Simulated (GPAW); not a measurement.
## Sc2C (P-3m1): the Sc K absorption edge

Aim: the near-edge shape at the Sc K edge of Sc2C (P-3m1), and what the core hole does to it.

Program: GPAW 26.7.0. Level of theory: X-ray absorption from dipole matrix elements to empty bands, plane-wave PAW LDA. Results are calculated unless marked as measured.

## Step 1: The structure

The structure is trigonal, space group P-3m1 (No. 164). The conventional cell has a = 3.333 Å, b = 3.333 Å, c = 5.650 Å, α = 90.00°, β = 90.00°, γ = 120.00°. Nearest to Sc lie 3 C at 2.28 Å. Nearest to C lie 6 Sc at 2.28 Å. Farther neighbours are not listed.

As a file:

```xyz
3
Lattice="3.3328 0.0000 0.0000 -1.6664 2.8863 0.0000 0.0000 0.0000 5.6499" Properties=species:S:1:pos:R:3 pbc="T T T"
Sc    0.0000    1.9242    1.5957
Sc    1.6664    0.9621    4.0541
C     0.0000    0.0000    2.8249
```

## Step 2: The field without a hole

A plain self-consistent run shows whether there is a gap, which decides the set-up of the core-hole run.

File scf.py:

```python
import numpy as np
from ase import Atoms
from ase.parallel import parprint, paropen
from gpaw import GPAW, PW, FermiDirac, Mixer, MixerDif, setup_paths
from gpaw.test import gen
setup_paths.insert(0, '.')
gen('Sc', name='nch1s', xcname='LDA', corehole=(1, 0, 0), write_xml=True)
from gpaw.mpi import world
world.barrier()

atoms = Atoms('Sc2C',
    cell=[[3.33283715, 0, 0],
     [-1.66641858, 2.88632164, 0],
     [0, 0, 5.64986816]],
    scaled_positions=[[0.33333333, 0.66666667, 0.28243633],
     [0.66666667, 0.33333333, 0.71756367],
     [0, 0, 0.5]],
    pbc=True)
atoms.calc = calc = GPAW(legacy_gpaw=True, mode=PW(430), xc='LDA', setups={0: 'nch1s'},
    kpts={'size': (9, 9, 5), 'gamma': True}, occupations=FermiDirac(0.05),
    charge=0, mixer=Mixer(0.1, 5, 50), maxiter=150,
    convergence={'density': 0.0001}, txt='scf.txt')
energy = atoms.get_potential_energy() + calc.get_reference_energy()
ef = calc.get_fermi_level()
out = dict(energy=energy, fermi=ef, forces=atoms.get_forces().tolist())
parprint(f'all-electron energy {energy:.4f} eV, Fermi level {ef:.4f} eV')
ev = np.array([[calc.get_eigenvalues(k, s) for k in range(len(calc.get_ibz_k_points()))] for s in range(calc.get_number_of_spins())])
out['homo'], out['lumo'], out['counts'] = ev[ev < ef].max(), ev[ev > ef].min(), sorted(set((ev < ef).sum((0, 2)).tolist()))
out['filled'] = (ev[:, 0] < ef).sum(1).tolist()
import json
with paropen('out.json', 'w') as f:
    json.dump(out, f)
```

Launch:

```
$ OMP_NUM_THREADS=1 mpirun -n 4 gpaw python scf.py
```

Numbers of over 12 decimals in the logs are rounded to 6 here.

The program printed:

```text
Input parameters:
  convergence: {density: 0.0001}
  kpts: {gamma: True,
         size: (9, 9, 5)}
  maxiter: 150
  mixer: {backend: pulay,
          beta: 0.1,
          method: separate,
          nmaxold: 5,
          weight: 50}
  mode: {ecut: 430.0,
         name: pw}
  occupations: {fixmagmom: False,
                name: fermi-dirac,
                width: 0.05}
  setups: {0: nch1s}

Initialize ...

[... PAW data sets ...]

Reference energy: -42502.058962  # eV

Spin-paired calculation

[... convergence settings ...]
Symmetries present (total): 2
  [... symmetry matrices ...]

405 k-points: 9 x 9 x 5 Monkhorst-Pack grid
115 k-points in the irreducible part of the Brillouin zone
       k-points in crystal coordinates                weights
   0:     0.00000000    0.00000000    0.00000000          1/405
   1:     0.00000000    0.00000000    0.20000000          2/405
   2:     0.00000000    0.00000000    0.40000000          2/405
   3:     0.11111111   -0.22222222    0.00000000          2/405
   4:     0.11111111   -0.22222222    0.20000000          4/405
   5:     0.11111111   -0.22222222    0.40000000          4/405
   6:     0.11111111   -0.11111111   -0.40000000          4/405
   7:     0.11111111   -0.11111111   -0.20000000          4/405
   8:     0.11111111   -0.11111111    0.00000000          4/405
   9:     0.11111111   -0.11111111    0.20000000          4/405
          ...
 114:     0.44444444    0.44444444    0.40000000          4/405

Wave functions: Plane wave expansion
  Cutoff energy: 430.000 eV
  Number of coefficients (min, max): 1088, 1123
  Pulay-stress correction: 0.000000 eV/Ang^3 (de/decut=0.000000)
  Using FFTW library
  Wavefunction extrapolation:
    Improved wavefunction reuse through dual PAW basis

Occupation numbers: Fermi-Dirac:
  width: 0.0500  # eV

Eigensolver
   Davidson(niter=2)

Densities:
  Coarse grid: 16*16*28 grid
  Fine grid: 32*32*56 grid
  Total Charge: 0.000000

Density mixing:
  Method: separate
  Backend: pulay
  Linear mixing parameter: 0.1
  old densities: 5
  Width of damping distribution: 1.1
  Damping of long wavelength oscillations: 50

[... Hamiltonian set-up ...]
Number of atoms: 3
Number of atomic orbitals: 30
Number of bands in calculation: 20
Number of valence electrons: 26
Bands to converge: occupied

... initialized

Initializing position-dependent things.

Density initialized from atomic densities
Creating initial wave functions:
  20 bands from LCAO basis set

            Sc

       C Sc

Atomic positions and initial magnetic moments

Positions:
   0 Sc    -0.000000    1.924214    1.595728    ( 0.0000,  0.0000,  0.0000)
   1 Sc     1.666419    0.962107    4.054140    ( 0.0000,  0.0000,  0.0000)
   2 C      0.000000    0.000000    2.824934    ( 0.0000,  0.0000,  0.0000)

Unit cell:
           periodic     x           y           z      points  spacing
  1. axis:    yes    3.332837    0.000000    0.000000    16     0.1804
  2. axis:    yes   -1.666419    2.886322    0.000000    16     0.1804
  3. axis:    yes    0.000000    0.000000    5.649868    28     0.2018

  Lengths:   3.332837   3.332837   5.649868
  Angles:   90.000000  90.000000 120.000000

Effective grid spacing dv^(1/3) = 0.1965

iter:   1   -25.480763
iter:   2   -23.061085   +0.20  -0.96
iter:   3   -21.592912   +0.69  -1.08
iter:   4   -21.723388   -0.11  -1.52
iter:   5   -21.788475   -0.36  -1.48
iter:   6   -21.877324   -0.31  -1.49
iter:   7   -22.051195   -0.37  -1.91
iter:   8   -22.138942   -0.57  -1.84
[...]
iter:  12   -21.841626   -1.53  -1.82
iter:  13   -21.828533   -1.03  -2.12
iter:  14   -21.837927   -1.45  -2.68
iter:  15   -21.838718c  -2.06  -2.68
iter:  16   -21.839479c  -2.72  -2.89
iter:  17   -21.841126c  -2.22  -2.99
iter:  18   -21.839799c  -3.19  -2.90
iter:  19   -21.839899c  -3.50  -3.59
iter:  20   -21.839870c  -3.99  -3.55
iter:  21   -21.839880c  -4.39  -3.73
[...]
iter:  27   -21.839879c  -4.66  -3.46
iter:  28   -21.839878c  -4.95  -3.93
iter:  29   -21.839877c  -5.50  -3.99
iter:  30   -21.839876c  -5.86  -4.16c
iter:  31   -21.839876c  -5.41  -4.27c
iter:  32   -21.839877c  -5.90  -4.24c
iter:  33   -21.839878c  -6.73  -4.28c
iter:  34   -21.839878c  -6.85  -4.43c
iter:  35   -21.839878c  -7.34  -4.63c
iter:  36   -21.839878c  -6.77  -5.00c
iter:  37   -21.839878c  -7.60c -5.10c

Converged after 37 iterations.

Dipole moment: (-0.000000, 0.000000, -0.000000) |e|*Ang

Energy contributions relative to reference atoms: (reference = -42502.058962)

Kinetic:         +5.588085
Potential:       -6.432932
External:        +0.000000
XC:             -21.310495
Entropy (-ST):   -0.024696
Local:           +0.327811
SIC:             +0.000000
--------------------------
Free energy:    -21.852226
Extrapolated:   -21.839878

Showing only first 2 kpts
 Kpt  Band  Eigenvalues  Occupancy
  0    11      4.40038    2.00000
  0    12      4.40040    2.00000
  0    13      7.50202    0.00000
  0    14      7.60650    0.00000

  1    11      4.38642    2.00000
  1    12      4.38644    2.00000
  1    13      7.33041    0.00000
  1    14      7.53663    0.00000

Fermi level: 5.74844

No gap
No difference between direct/indirect transitions

Forces in eV/Ang:
  0 Sc    0.00000    0.00000    0.52638
  1 Sc   -0.00000   -0.00000   -0.52638
  2 C     0.00000    0.00000    0.00000
Scalar-relativistic atomic LDA calculation for Sc (Scandium, Z=21)
Core hole in 1s state (1s occupation: 2.0)
600 radial gridpoints.
|------------------------------------------------|
|------------------------------------------------|
[... the atom generator's iteration count ...]

Energy contributions:
-------------------------
Kinetic:     +767.457608
XC:           -37.092069
Potential:  -1492.606323
-------------------------
Total:       -762.240784

state      eigenvalue         ekin         rmax
-----------------------------------------------
1s^2.0 :  -161.115533   213.479235        0.048
2s^2.0 :   -17.378234    36.310250        0.284
2p^6.0 :   -14.259882    35.282801        0.232
3s^2.0 :    -2.010394     7.346128        0.926
3p^6.0 :    -1.233599     6.170333        0.967
3d^1.0 :    -0.125875     2.904225        1.096
4s^2.0 :    -0.157729     0.781674        3.069
4p^0.0 :    -0.055869     0.428549        4.035
-----------------------------------------------
(units: Bohr and Hartree)

Generating PAW setup
Kinetic energy of the core from tauc = 714.815722
Cutoffs:
rc(s)=2.320
rc(p)=2.420
rc(d)=2.260
rc(vbar)=2.260
rc(comp)=2.320
rc(nct)=2.420

Kinetic energy of the core states: 711.275779
Charge: 0.0
Core electrons: 10.0
Valence electrons: 11.0
Pseudo-core charge: 0.000003
Shape function alpha=1.858
Pseudo-electron charge 5.370589
state    eigenvalue         norm
--------------------------------
3s(2) :    -2.010394     0.485647
4s(2) :    -0.157729     0.974367
3p(6) :    -1.233599     0.308068
4p(0) :    -0.055869     0.980668
3d(1) :    -0.125875     0.602148
*d    :     0.874125
--------------------------------

Diagonalizing with gridspacing h=0.050

state   all-electron     PAW
-------------------------------
3s:      -2.010394    -2.010857
3p:      -1.233599    -1.234662
3d:      -0.125875    -0.126424
*f:                    0.063053
-------------------------------
all-electron energy -42523.8988 eV, Fermi level 5.7484 eV
```

The job ended after 27 s (4 MPI ranks of Arm Neoverse V1, shared host; peak memory 0.19 GiB; 1.8 min of CPU time).

The mesh shows no gap, so the system is treated as a metal and the core electron is put at the Fermi level (neutral cell).

## Step 3: Spectrum without a core hole, Sc atom 1

This cheap baseline ignores the attraction of the hole: it shows the absorber's empty states as they are in the ground state. The data set with a hole of occupation 0 only carries the core orbital.

The absorber has 3 C at 2.28 Å (pyramidal, site symmetry 3m).

File xas.py:

```python
import numpy as np
from ase import Atoms
from ase.parallel import parprint, paropen
from gpaw import GPAW, PW, FermiDirac, Mixer, MixerDif, setup_paths
from gpaw.test import gen
setup_paths.insert(0, '.')
gen('Sc', name='nch1s', xcname='LDA', corehole=(1, 0, 0), write_xml=True)
from gpaw.mpi import world
world.barrier()

atoms = Atoms('Sc2C',
    cell=[[3.33283715, 0, 0],
     [-1.66641858, 2.88632164, 0],
     [0, 0, 5.64986816]],
    scaled_positions=[[0.33333333, 0.66666667, 0.28243633],
     [0.66666667, 0.33333333, 0.71756367],
     [0, 0, 0.5]],
    pbc=True)
atoms.calc = calc = GPAW(legacy_gpaw=True, mode=PW(430), xc='LDA', setups={0: 'nch1s'},
    kpts={'size': (12, 12, 6), 'gamma': True}, occupations=FermiDirac(0.1),
    charge=0, mixer=Mixer(0.1, 5, 50), maxiter=150,
    convergence={'density': 0.0001}, txt='scf.txt')
energy = atoms.get_potential_energy() + calc.get_reference_energy()
ef = calc.get_fermi_level()
out = dict(energy=energy, fermi=ef, forces=atoms.get_forces().tolist())
parprint(f'all-electron energy {energy:.4f} eV, Fermi level {ef:.4f} eV')
ev = np.array([[calc.get_eigenvalues(k, s) for k in range(len(calc.get_ibz_k_points()))] for s in range(calc.get_number_of_spins())])
out['homo'], out['lumo'], out['counts'] = ev[ev < ef].max(), ev[ev > ef].min(), sorted(set((ev < ef).sum((0, 2)).tolist()))
out['filled'] = (ev[:, 0] < ef).sum(1).tolist()

from ase.units import Ha
from gpaw.xas import dipole_matrix_elements
nb = int(calc.get_number_of_electrons() / 2) + 46
top = nb
nscf = calc.fixed_density(kpts={'size': (9, 9, 5), 'gamma': True},
    convergence={'eigenstates': 1.0}, txt='nscf.txt')
nscf.diagonalize_full_hamiltonian(nbands=nb)
cell = atoms.cell.array
ops = [cell.T @ U.T @ np.linalg.inv(cell.T) for U in nscf.wfs.kd.symmetry.op_scc]
E = np.arange(-25, 34, 0.1)
fwhm = np.interp(E, [4, 25], [0.9, 3.5])
Y, X, zero, highest = 0, 0, 1e9, 1e9
for spin in range(nscf.get_number_of_spins()):
    wfs = nscf.wfs
    A = dipole_matrix_elements(wfs.setups[0])
    eps = np.zeros((wfs.kd.nibzkpts, nb))
    d = np.zeros((3, A.shape[1], wfs.kd.nibzkpts, nb), complex)
    for kpt in wfs.kpt_u:
        if kpt.s == spin and 0 in kpt.P_ani:
            eps[kpt.k] = kpt.eps_n * Ha
            d[:, :, kpt.k] = (kpt.weight * wfs.nspins / 2) ** 0.5 * np.inner(A, kpt.P_ani[0])
    world.sum(eps)
    world.sum(d)
    T = np.einsum('amkn,bmkn->abkn', d, d.conj()).real
    T = sum(np.einsum('ai,ijkn,bj->abkn', R, T, R) for R in ops) / len(ops)
    empty = eps > ef
    zero, highest = min(zero, eps[empty].min()), min(highest, eps[:, top - 1].min())
    lines = [(eps, T, empty)] if spin == 0 else lines + [(eps, T, empty)]
for eps, T, empty in lines:
    f = np.einsum('aakn->akn', T).reshape(3, -1)
    x = eps.ravel() - zero
    w = np.interp(x, E, fwhm) / 2.35482
    g = np.exp(-0.5 * ((E[:, None] - x) / w) ** 2) / (w * (2 * np.pi) ** 0.5)
    Y = Y + (f * empty.ravel()) @ g.T
    X = X + (f * ~empty.ravel()) @ g.T
out.update(E=E.round(2).tolist(), xas=Y.tolist(), xes=X.tolist(), zero=zero, valid=highest - zero, nk=len(eps), nb=nb)
for i in range(0, len(E), 10):
    parprint(f'{E[i]:7.2f}', *(f'{v:10.3e}' for v in Y[:, i]))
import json
with paropen('out.json', 'w') as f:
    json.dump(out, f)
```

Launch:

```
$ OMP_NUM_THREADS=1 mpirun -n 4 gpaw python xas.py
```

The program printed:

```text
Input parameters:
  convergence: {density: 0.0001}
  kpts: {gamma: True,
         size: (12, 12, 6)}
  maxiter: 150
  mixer: {backend: pulay,
          beta: 0.1,
          method: separate,
          nmaxold: 5,
          weight: 50}
  mode: {ecut: 430.0,
         name: pw}
  occupations: {fixmagmom: False,
                name: fermi-dirac,
                width: 0.1}
  setups: {0: nch1s}

Initialize ...

[...]
*d    :     0.874125
--------------------------------

Diagonalizing with gridspacing h=0.050

state   all-electron     PAW
-------------------------------
3s:      -2.010394    -2.010857
3p:      -1.233599    -1.234662
3d:      -0.125875    -0.126424
*f:                    0.063053
-------------------------------
all-electron energy -42523.9020 eV, Fermi level 5.7396 eV
[...]
32.00  1.143e-06  1.143e-06  9.798e-07
  33.00  1.156e-06  1.156e-06  1.036e-06
[key lines of the parts left out:]
Converged after 36 iterations.
Dipole moment: (-0.000000, 0.000000, -0.000000) |e|*Ang
Free energy:    -21.887718
Fermi level: 5.73957
```

Wall time 2.5 min (4 MPI ranks); peak memory 0.39 GiB; 10 min of CPU time.

The Sc K spectrum, Sc atom 1, no core hole (energy from the lowest empty level; intensity scaled to a mean of 1 over the first 20 eV; polarised curves are means over the symmetry-equivalent atoms):

```
E (eV)  isotropic  ε ⊥ c  ε ∥ c
  -2.0       0.00   0.00   0.00
  -1.4       0.00   0.00   0.00
  -0.8       0.03   0.03   0.02
  -0.2       0.36   0.43   0.21
   0.4       0.73   0.84   0.52
   1.0       0.50   0.53   0.42
   1.6       0.18   0.18   0.16
   2.2       0.13   0.14   0.11
   2.8       0.23   0.23   0.22
   3.4       0.30   0.30   0.30
   4.0       0.34   0.35   0.32
   4.6       0.39   0.44   0.30
   5.2       0.56   0.64   0.41
   5.8       0.74   0.72   0.78
   6.4       0.72   0.57   1.02
   7.0       0.62   0.42   1.01
   7.6       0.68   0.49   1.05
   8.2       0.80   0.67   1.05
   8.8       0.92   0.84   1.08
   9.4       1.02   0.96   1.14
  10.0       1.08   1.07   1.12
  10.6       1.09   1.15   0.98
  11.2       1.10   1.20   0.89
  11.8       1.20   1.30   1.01
  12.4       1.41   1.46   1.30
  13.0       1.59   1.63   1.52
  13.6       1.67   1.74   1.53
  14.2       1.66   1.79   1.41
  14.8       1.62   1.77   1.31
  15.4       1.57   1.71   1.30
  16.0       1.52   1.62   1.33
  16.6       1.48   1.53   1.38
  17.2       1.46   1.47   1.44
  17.8       1.46   1.43   1.51
  18.4       1.46   1.39   1.60
  19.0       1.43   1.32   1.65
  19.6       1.39   1.25   1.67
  20.2       1.35   1.20   1.65
  20.8       1.33   1.18   1.63
  21.4       1.33   1.19   1.63
  22.0       1.37   1.24   1.64
  22.6       1.44   1.33   1.66
  23.2       1.52   1.46   1.65
  23.8       1.60   1.60   1.60
  24.4       1.65   1.72   1.52
  25.0       1.69   1.82   1.44
  25.6       1.72   1.88   1.39
  26.2       1.72   1.90   1.38
  26.8       1.72   1.88   1.40
  27.4       1.70   1.83   1.43
  28.0       1.68   1.78   1.47
  28.6       1.66   1.75   1.49
  29.2       1.65   1.73   1.51
  29.8       1.65   1.72   1.51
  30.4       1.66   1.73   1.51
  31.0       1.67   1.75   1.51
  31.6       1.69   1.77   1.52
```

Main maxima below 30 eV (height): 0.4 eV (0.73), 6.0 eV (0.76), 13.8 eV (1.67) and 26.1 eV (1.72). A K edge sees empty p states. The weak features of the first eV are p character mixed into the empty d bands; the main 4p edge lies above them.

The same matrix elements for filled bands give the Sc K emission of Sc atom 1 (ground-state approximation; energy from the lowest empty level, largest value 1):

```
E (eV)  emission
-24.00      0.00
-23.25      0.00
-22.50      0.00
-21.75      0.00
-21.00      0.00
-20.25      0.00
-19.50      0.00
-18.75      0.00
-18.00      0.00
-17.25      0.00
-16.50      0.00
-15.75      0.00
-15.00      0.00
-14.25      0.00
-13.50      0.00
-12.75      0.00
-12.00      0.00
-11.25      0.00
-10.50      0.01
 -9.75      0.19
 -9.00      0.67
 -8.25      0.26
 -7.50      0.00
 -6.75      0.00
 -6.00      0.00
 -5.25      0.00
 -4.50      0.02
 -3.75      0.23
 -3.00      0.55
 -2.25      0.85
 -1.50      0.84
 -0.75      0.60
  0.00      0.35
  0.75      0.02
  1.50      0.00
  2.25      0.00
  3.00      0.00
```

Emission maxima: -8.8 eV (0.69) and -1.8 eV (1.00).

## Step 4: Supercell without a hole, the energy reference

The photon energy needs a difference of total energies, so the cell and mesh of the coming hole run are first run without a hole.

scf.py, as its differences from that of step 2:

```diff
@@ -10,12 +10,21 @@
 
-atoms = Atoms('Sc2C',
-    cell=[[3.33283715, 0, 0],
-     [-1.66641858, 2.88632164, 0],
-     [0, 0, 5.64986816]],
-    scaled_positions=[[0.33333333, 0.66666667, 0.28243633],
-     [0.66666667, 0.33333333, 0.71756367],
-     [0, 0, 0.5]],
+atoms = Atoms('Sc8C4',
+    cell=[[-1.66641858, -2.88632164, -5.64986816],
+     [1.66641858, 2.88632164, -5.64986816],
+     [3.33283715, -5.77264328, 0]],
+    scaled_positions=[[0.69211517, 0.0254485, 0.83333333],
+     [0.69211517, 0.0254485, 0.33333333],
+     [0.19211517, 0.5254485, 0.83333333],
+     [0.19211517, 0.5254485, 0.33333333],
+     [0.30788483, 0.9745515, 0.16666667],
+     [0.30788483, 0.9745515, 0.66666667],
+     [0.80788483, 0.4745515, 0.16666667],
+     [0.80788483, 0.4745515, 0.66666667],
+     [0.75, 0.75, 0],
+     [0.75, 0.75, 0.5],
+     [0.25, 0.25, 0],
+     [0.25, 0.25, 0.5]],
     pbc=True)
 atoms.calc = calc = GPAW(legacy_gpaw=True, mode=PW(430), xc='LDA', setups={0: 'nch1s'},
-    kpts={'size': (9, 9, 5), 'gamma': True}, occupations=FermiDirac(0.05),
+    kpts={'size': (5, 5, 5), 'gamma': True}, occupations=FermiDirac(0.1),
     charge=0, mixer=Mixer(0.1, 5, 50), maxiter=150,
```

Launch:

```
$ OMP_NUM_THREADS=1 mpirun -n 4 gpaw python scf.py
```

The program printed:

```text
Input parameters:
  convergence: {density: 0.0001}
  kpts: {gamma: True,
         size: (5, 5, 5)}
  maxiter: 150
  mixer: {backend: pulay,
          beta: 0.1,
          method: separate,
          nmaxold: 5,
          weight: 50}
  mode: {ecut: 430.0,
         name: pw}
  occupations: {fixmagmom: False,
                name: fermi-dirac,
                width: 0.1}
  setups: {0: nch1s}

Initialize ...

[...]
4s(2) :    -0.157729     0.974367
3p(6) :    -1.233599     0.308068
4p(0) :    -0.055869     0.980668
3d(1) :    -0.125875     0.602148
*d    :     0.874125
--------------------------------

Diagonalizing with gridspacing h=0.050

state   all-electron     PAW
-------------------------------
3s:      -2.010394    -2.010857
3p:      -1.233599    -1.234662
3d:      -0.125875    -0.126424
*f:                    0.063053
-------------------------------
all-electron energy -170095.6114 eV, Fermi level 5.7402 eV
[key lines of the parts left out:]
Converged after 47 iterations.
Dipole moment: (0.000000, 0.000000, -0.000000) |e|*Ang
Free energy:    -87.552414
Fermi level: 5.74020
```

It took 5.3 min on 4 MPI ranks; peak memory 0.4 GiB.

Reference energy: -170095.611 eV with the cores included.

(Part 1 of 2 ends here.)

[Banner, clock and machine lines of the logs are left out without a mark of their own.]

[Logs are printed without paths, hosts, clocks, repeated set-up lines and the standing remarks that a program may print on its own settings, such as how far it seeks lower states.]

[Hosts, paths, dates, database ids (printed as entryN), source tags and the programs' standing remarks are cut or masked in the printed files.]

[Lists of maxima count a maximum above −3 eV only where it reaches 4 % of the highest in the window and stands out from its surroundings by 2 % of it (1.5 % where it reaches 55 %); shoulders and weaker maxima are passed over, and of the rest the first, up to two pre-edge ones and the few strongest are named.]
